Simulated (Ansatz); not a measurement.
# LiH3C2O5: which shell does photoemission see at 60 and 1486.7 eV? (r²SCAN)

The valence band of LiH3C2O5 mixes several shells. Work out by hand which one leads the spectrum's area at each photon energy.

Filled states come from the projected DOS of Ansatz 0.2.0 (r²SCAN, plane waves); cross sections σ and asymmetry parameters β are those of free atoms in a Dirac–Hartree–Slater calculation. A shell's area is states × σ × angular factor, which is 1 + β·P₂(cos θ) for linear light, with θ = 54.7° from the polarisation and P₂ = 0.001.

**At 60 eV** (states counted from 24.4 eV below the zero; other shells add 0.86 to the products' sum of 27.6):

| shell | filled states a cell | cross section (Mb an electron) | β | angular factor | product | share by hand (%) | share in the simulated spectrum (%) |
| --- | --- | --- | --- | --- | --- | --- | --- |
| O 2s | 8.23 | 0.406 | 2.00 | 1.00 | 3.35 | 12 | 12 |
| O 2p | 24.36 | 0.89 | 1.45 | 1.00 | 21.7 | 79 | 79 |
| C 2p | 5.10 | 0.327 | 1.51 | 1.00 | 1.67 | 6 | 6 |

**At 1486.7 eV** (states counted from 24.4 eV below the zero; other shells add 0.00057 to the products' sum of 0.00989):

| shell | filled states a cell | cross section (Mb an electron) | β | angular factor | product | share by hand (%) | share in the simulated spectrum (%) |
| --- | --- | --- | --- | --- | --- | --- | --- |
| O 2s | 8.23 | 0.000939 | 2.00 | 1.00 | 0.00774 | 78 | 78 |
| O 2p | 24.36 | 6.28e-05 | 0.51 | 1.00 | 0.00153 | 15 | 15 |
| C 2p | 5.10 | 9.78e-06 | 0.34 | 1.00 | 4.99e-05 | 1 | 1 |

O 2p leads at 60 eV and O 2s at 1486.7 eV. Between the two energies σ of O 2p changes by a factor 7.1e-5 and that of O 2s by 0.0023, so their ratio moves 33-fold in favour of the second. The simulated spectrum uses the same rule on the energy-resolved DOS, so the two share columns agree within a few points.

Only crystals where the two columns agree within 4 points and the lead is clear are worked in this form. Free-atom cross sections ignore the solid's final states, no escape depth or background enters, and the count of states a shell hangs on the projection.
